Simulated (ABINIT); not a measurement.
# GaN (F-43m): G0W0 with ABINIT, start to end

Aim: the G0W0 gap of GaN (F-43m) on PBE, step by step.

Program: ABINIT 10.8.3. Level of theory: PBE and many-body steps on it, plane waves. Results are calculated unless marked as measured.

**Experimental background.**

- Gap 3.23 eV: absorption onset (direct gap at Gamma) of unexcited film, from imaginary part of dielectric function; spectroscopic ellipsometry (steady-state reference of time-resolved measurement); 300 K; film on 3C-SiC/Si(001) (“Femtosecond pump-probe absorption edge spectroscopy of cubic GaN”, 2022, arxiv:2206.02223).

This is a report of a sequence of runs, with most program output left out.

## Step 1: The starting structure

It takes space group F-43m (No. 216, cubic). The conventional cell has a = 4.507 Å, b = 4.507 Å, c = 4.507 Å, α = 90.00°, β = 90.00°, γ = 90.00°. Nearest to Ga lie 4 N at 1.95 Å. Nearest to N lie 4 Ga at 1.95 Å. Farther neighbours and most contacts between anions are not listed.

Coordinates:

```cif
data_structure
_symmetry_space_group_name_H-M 'P 1'
_symmetry_Int_Tables_number 1
_cell_length_a 3.1869
_cell_length_b 3.1869
_cell_length_c 3.1869
_cell_angle_alpha 60.000
_cell_angle_beta 60.000
_cell_angle_gamma 60.000
_cell_volume 22.89
loop_
_atom_site_label
_atom_site_type_symbol
_atom_site_fract_x
_atom_site_fract_y
_atom_site_fract_z
_atom_site_occupancy
Ga1 Ga 0.00000 0.00000 0.00000 1
N2 N 0.75000 0.75000 0.75000 1
```

The cell and positions are those that the Materials Project relaxed with its own functionals (PBE, PBE+U or r2SCAN), kept fixed. This is not the form that GaN usually takes at ambient conditions.

## Step 2: Ground state

This step: ABINIT 10.8.3; DFT, PBE, plane waves, norm-conserving pseudopotentials.

The ground-state density comes first.

File run.abi:

```
acell 3*1.0 Angstrom
rprim 
  0.000000000000 2.253500607500 2.253500607500
  2.253500607500 0.000000000000 2.253500607500
  2.253500607500 2.253500607500 0.000000000000
ntypat 2
znucl 31 7
natom 2
typat 1 2
xred 
  0.000000000000 0.000000000000 0.000000000000
  0.750000000000 0.750000000000 0.750000000000
pp_dirpath "pseudos"
pseudos "Ga.upf, N.upf"
ecut 45
ngkpt 8 8 8
nshiftk 1
shiftk 0 0 0
kptopt 1
chksymbreak 0
nband 18
occopt 1
tolvrs 1e-10
nstep 60
prtwf 0
optforces 0
optstress 0
indata_prefix "in"
outdata_prefix "out"
tmpdata_prefix "tmp"
```

Command:

```console
$ OMP_NUM_THREADS=1 mpirun -n 4 abinit run.abi > log
```

The job ended after 15 s (4 MPI ranks of Arm Neoverse V1, shared host; peak memory 0.29 GiB).

Numbers from this step:

```yaml
total_energy: -7040.0817 eV
gap: 1.748 eV
k_of_the_valence_top: 0, 0, 0
k_of_the_conduction_bottom: 0, 0, 0
least_direct_gap: 1.748 eV
```

The gap is direct, at Γ.

## Step 3: Bands along the symmetry lines

The cheap functional maps the bands first; the places of the edges decide which points the dearer methods must see.

File run.abi:

```
acell 3*1.0 Angstrom
rprim 
  0.000000000000 2.253500607500 2.253500607500
  2.253500607500 0.000000000000 2.253500607500
  2.253500607500 2.253500607500 0.000000000000
ntypat 2
znucl 31 7
natom 2
typat 1 2
xred 
  0.000000000000 0.000000000000 0.000000000000
  0.750000000000 0.750000000000 0.750000000000
pp_dirpath "pseudos"
pseudos "Ga.upf, N.upf"
ecut 45
iscf -2
irdden 1
kptopt 0
nkpt 50
kpt 
  0.00000000 0.00000000 0.00000000
  -0.06250000 -0.06250000 0.00000000
  -0.12500000 -0.12500000 0.00000000
  -0.18750000 -0.18750000 0.00000000
  -0.25000000 -0.25000000 0.00000000
  -0.31250000 -0.31250000 0.00000000
  -0.37500000 -0.37500000 0.00000000
  -0.43750000 -0.43750000 0.00000000
  -0.50000000 -0.50000000 0.00000000
  -0.48437500 -0.48437500 0.03125000
  -0.46875000 -0.46875000 0.06250000
  -0.45312500 -0.45312500 0.09375000
  -0.43750000 -0.43750000 0.12500000
  -0.42187500 -0.42187500 0.15625000
  -0.40625000 -0.40625000 0.18750000
  -0.39062500 -0.39062500 0.21875000
  -0.37500000 -0.37500000 0.25000000
  -0.37500000 0.00000000 0.37500000
  -0.32812500 0.00000000 0.32812500
  -0.28125000 0.00000000 0.28125000
  -0.23437500 0.00000000 0.23437500
  -0.18750000 0.00000000 0.18750000
  -0.14062500 0.00000000 0.14062500
  -0.09375000 0.00000000 0.09375000
  -0.04687500 0.00000000 0.04687500
  0.00000000 0.00000000 0.00000000
  0.00000000 0.00000000 0.06250000
  0.00000000 0.00000000 0.12500000
  0.00000000 0.00000000 0.18750000
  0.00000000 0.00000000 0.25000000
  0.00000000 0.00000000 0.31250000
  0.00000000 0.00000000 0.37500000
  0.00000000 0.00000000 0.43750000
  0.00000000 0.00000000 0.50000000
  -0.06250000 -0.03125000 0.46875000
  -0.12500000 -0.06250000 0.43750000
  -0.18750000 -0.09375000 0.40625000
  -0.25000000 -0.12500000 0.37500000
  -0.31250000 -0.15625000 0.34375000
  -0.37500000 -0.18750000 0.31250000
  -0.43750000 -0.21875000 0.28125000
  -0.50000000 -0.25000000 0.25000000
  -0.50000000 -0.28125000 0.21875000
  -0.50000000 -0.31250000 0.18750000
  -0.50000000 -0.34375000 0.15625000
  -0.50000000 -0.37500000 0.12500000
  -0.50000000 -0.40625000 0.09375000
  -0.50000000 -0.43750000 0.06250000
  -0.50000000 -0.46875000 0.03125000
  -0.50000000 -0.50000000 0.00000000
istwfk *1
nband 23
nbdbuf 5
tolwfr 1e-07
nstep 50
prtwf 0
prtvol 0
indata_prefix "in"
outdata_prefix "out"
tmpdata_prefix "tmp"
```

Elapsed: 11 s, on 4 MPI ranks; peak memory 0.28 GiB; 46 s of CPU time.

Numbers from this step:

| Quantity | Value |
| --- | --- |
| gap | 1.748 eV |
| k of the valence top | 0, 0, 0 |
| k of the conduction bottom | 0, 0, 0 |
| least direct gap | 1.748 eV |

The gap is 1.748 eV, as in the run before at this level.

Electronic bands along the path, in eV, zero at the top of the highest filled band:

| point | band 10 | band 11 | band 12 | band 13 | band 14 | band 15 | band 16 | band 17 |
| --- | --- | --- | --- | --- | --- | --- | --- | --- |
| Γ | -13.24 | 0.00 | 0.00 | 0.00 | 1.75 | 10.36 | 10.36 | 10.36 |
| halfway | -13.02 | -3.42 | -1.48 | -1.48 | 4.59 | 7.43 | 11.64 | 12.03 |
| X | -11.49 | -6.12 | -2.69 | -2.69 | 3.38 | 6.69 | 11.71 | 13.96 |
| halfway | -11.42 | -6.02 | -3.33 | -2.55 | 3.97 | 7.14 | 11.58 | 13.60 |
| U | -11.34 | -5.85 | -4.24 | -2.16 | 5.02 | 7.87 | 11.08 | 12.86 |
| jump to K | -11.34 | -5.85 | -4.24 | -2.16 | 5.02 | 7.87 | 11.08 | 12.86 |
| halfway | -12.86 | -4.19 | -2.11 | -0.53 | 5.23 | 8.52 | 9.65 | 11.19 |
| Γ | -13.24 | 0.00 | 0.00 | 0.00 | 1.75 | 10.36 | 10.36 | 10.36 |
| halfway | -13.16 | -3.85 | -0.52 | -0.52 | 4.08 | 8.81 | 10.81 | 10.81 |
| L | -11.94 | -7.02 | -0.96 | -0.96 | 4.67 | 8.73 | 10.41 | 10.41 |
| halfway | -11.62 | -6.40 | -2.99 | -1.76 | 6.65 | 7.04 | 10.11 | 11.73 |
| W | -11.22 | -5.68 | -3.68 | -3.62 | 6.24 | 8.39 | 10.30 | 11.14 |
| halfway | -11.35 | -5.93 | -3.20 | -3.17 | 4.60 | 7.49 | 11.47 | 12.28 |
| X | -11.49 | -6.12 | -2.69 | -2.69 | 3.38 | 6.69 | 11.71 | 13.96 |

## Step 4: Empty states on the mesh, 6×6×6 mesh, 99 bands

The sums over transitions need many empty states on a uniform mesh; this step solves for them.

File run.abi:

```
acell 3*1.0 Angstrom
rprim 
  0.000000000000 2.253500607500 2.253500607500
  2.253500607500 0.000000000000 2.253500607500
  2.253500607500 2.253500607500 0.000000000000
ntypat 2
znucl 31 7
natom 2
typat 1 2
xred 
  0.000000000000 0.000000000000 0.000000000000
  0.750000000000 0.750000000000 0.750000000000
pp_dirpath "pseudos"
pseudos "Ga.upf, N.upf"
ecut 45
ngkpt 6 6 6
nshiftk 1
shiftk 0 0 0
kptopt 1
chksymbreak 0
irdden 1
istwfk *1
nband 99
prtvol 0
optdriver 6
gwr_task "HDIAGO"
paral_kgb 0
occopt 1
indata_prefix "in"
outdata_prefix "out"
tmpdata_prefix "tmp"
```

The job ended after 43 s (4 MPI ranks; peak memory 1.3 GiB; 2.8 min of CPU time).

Numbers from this step:

```yaml
gap: 1.748 eV
k_of_the_valence_top: 0, 0, 0
k_of_the_conduction_bottom: 0, 0, 0
least_direct_gap: 1.748 eV
k_points_computed: 16
lowest_point_of_the_top_converged_band_above_the_valence_top: 117.3949 eV
```

On this mesh the gap is 1.748 eV.

## Step 5: Screening, 6×6×6 mesh, 91 bands, screening to 179.6 eV

The RPA dielectric matrix is built and inverted for each q.

This step: RPA screening on PBE, plane waves, norm-conserving pseudopotentials.

run.abi: that of step 4 with these lines changed.

```diff
@@ -20,10 +20,11 @@
 chksymbreak 0
-irdden 1
 istwfk *1
-nband 99
-prtvol 0
-optdriver 6
-gwr_task "HDIAGO"
-paral_kgb 0
 occopt 1
+irdwfk 1
+optdriver 3
+nband 91
+ecuteps 6.6
+inclvkb 2
+awtr 1
+symchi 1
 indata_prefix "in"
```

It took 87 s on 4 MPI ranks; peak memory 0.9 GiB.

Numbers from this step:

* ε∞ with local fields, on this mesh, along the program's q direction: 6.410
* the same without local fields: 6.869
* plasma frequency: 39.58 eV
* plane waves in the screening matrix: 137

Local fields lower ε∞ by 7 %.

## Step 6: Self-energy, 6×6×6 mesh, 91 bands, screening to 179.6 eV

The self-energy is evaluated for the states that the input lists, and the levels follow from it, in one-shot runs by the linearised quasiparticle equation.

This step: G0W0 on PBE, plane waves, norm-conserving pseudopotentials.

run.abi: that of step 5 with these lines changed.

```diff
@@ -23,8 +23,45 @@
 irdwfk 1
-optdriver 3
+optdriver 4
 nband 91
+gwcalctyp 0
+ecutsigx 45
+symsigma 1
+nkptgw 16
+kptgw 
+  0.0000000000 0.0000000000 0.0000000000
+  0.1666666667 0.0000000000 0.0000000000
+  0.3333333333 0.0000000000 0.0000000000
+  0.5000000000 0.0000000000 0.0000000000
+  0.1666666667 0.1666666667 0.0000000000
+  0.3333333333 0.1666666667 0.0000000000
+  0.5000000000 0.1666666667 0.0000000000
+  -0.3333333333 0.1666666667 0.0000000000
+  -0.1666666667 0.1666666667 0.0000000000
+  0.3333333333 0.3333333333 0.0000000000
+  0.5000000000 0.3333333333 0.0000000000
+  -0.3333333333 0.3333333333 0.0000000000
+  0.5000000000 0.5000000000 0.0000000000
+  0.5000000000 0.3333333333 0.1666666667
+  -0.3333333333 0.3333333333 0.1666666667
+  -0.3333333333 0.5000000000 0.1666666667
+bdgw 
+  11 18
+  11 18
+  11 18
+  11 18
+  11 18
+  11 18
+  11 18
+  11 18
+  11 18
+  11 18
+  11 18
+  11 18
+  11 18
+  11 18
+  11 18
+  11 18
 ecuteps 6.6
-inclvkb 2
-awtr 1
-symchi 1
+irdscr 1
+ppmodel 1
 indata_prefix "in"
```

It took 4.4 min on 4 MPI ranks; peak memory 1.3 GiB; 18 min of CPU time.

This step gave:

```yaml
g0w0_gap_on_the_mesh: 2.581 eV
starting_gap_on_the_mesh: 1.748 eV
k_of_the_valence_top: 0, 0, 0
k_of_the_conduction_bottom: 0, 0, 0
z_at_the_valence_top: 0.795
z_at_the_conduction_bottom: 0.823
least_direct_g0w0_gap_on_the_computed_points: 2.581 eV
```

The gap on the mesh goes from 1.75 eV to 2.58 eV, a correction of +0.83 eV.

Limits: finite bands, cutoff and mesh; no spin-orbit coupling. v1 is the top filled band, c1 the lowest empty one. The levels before and after the correction (eV, zero at the valence-band top of each column):

|  | conduction bottom | valence top |
| --- | --- | --- |
| Kohn-Sham | 1.75 | 0.00 |
| G0W0 | 2.58 | 0.00 |

|  | level | energy (eV) |
| --- | --- | --- |
| Kohn-Sham | Γ v3-v1 | 0.000 |
| Kohn-Sham | Γ c1 | 1.748 |
| Kohn-Sham | Γ c2-c4 | 10.359 |
| G0W0 | Γ v3-v1 | 0.000 |
| G0W0 | Γ c1 | 2.581 |
| G0W0 | Γ c2-c4 | 11.591 |

## Step 7: Where the time went

Times are wall times on 4 MPI ranks of Arm Neoverse V1, shared host, good to a factor of about two.

| step | time | share | memory (GiB) |
| --- | --- | --- | --- |
| ground state | 15 s | 4 % | 0.29 |
| bands along the symmetry lines | 11 s | 3 % | 0.28 |
| empty states on the mesh | 43 s | 10 % | 1.3 |
| screening | 87 s | 21 % | 0.9 |
| self-energy | 4.4 min | 63 % | 1.3 |

## Step 8: What came out

```json
{
 "PBE gap": "1.75 eV, direct",
 "G0W0 gap on the mesh": "2.58 eV",
 "GW settings": "6×6×6 mesh, 91 bands, screening to 179.6 eV, Godby-Needs plasmon pole",
 "known limits": "not at the basis limit; no spin-orbit coupling"
}
```

**Reading.** G0W0 moves the gap on the mesh from 1.75 eV to 2.58 eV (+0.83 eV), with Z of 0.80 and 0.82 at the edges. Local fields lower the RPA ε∞ on this mesh from 6.87 to 6.41. The dearest step here is «self-energy». Against experiment, by G0W0@PBE: the direct gap of 2.58 eV lies −0.65 eV from the measured 3.23 eV (exciton, 300 K, on 3C-SiC/Si(001), 2022). An exciton line or allowed optical edge lies below the quasiparticle gap by the binding energy; a forbidden edge can push the onset above it. The calculation has static nuclei and no excitons; a measured gap holds zero-point and thermal motion, which mostly lowers it. Against the values above the computed gap that would widen the miss. A likelier cause is too strong a screening: the start's gap is only 1.75 eV, and one shot does not repair that. Bands and cutoff are finite, so the gap is not at the basis limit. The miss can reach some tenths of an eV and take either sign; the mesh is an error of its own. The many-body steps are scalar-relativistic: spin-orbit coupling is not in them.

[Paths, hosts, dates, memory and timing lines, banners, echoed tables and standing remarks are left out of the program output.]

[Logs are printed without paths, hosts, clocks, repeated set-up lines and the standing remarks that a program may print on its own settings, such as how far it seeks lower states.]

[Runs of the session that timed out or met a known fault of the program may be left out.]

[No measured gap is set beside runs whose start may be inverted or whose files or cutoffs have a known fault.]

[Hosts, paths, dates, database ids (printed as entryN), source tags and the programs' standing remarks are cut or masked in the printed files.]

[G0W0 gaps are taken among the corrected bands and points alone; a level outside them can change the order at an edge.]

[Where Ansatz stands beside ABINIT at settings called matched, ABINIT's density can come from a denser mesh and the files from another edition; pairs whose starting gaps differed by over 0.03 eV were left out, so agreement reads better than it is.]
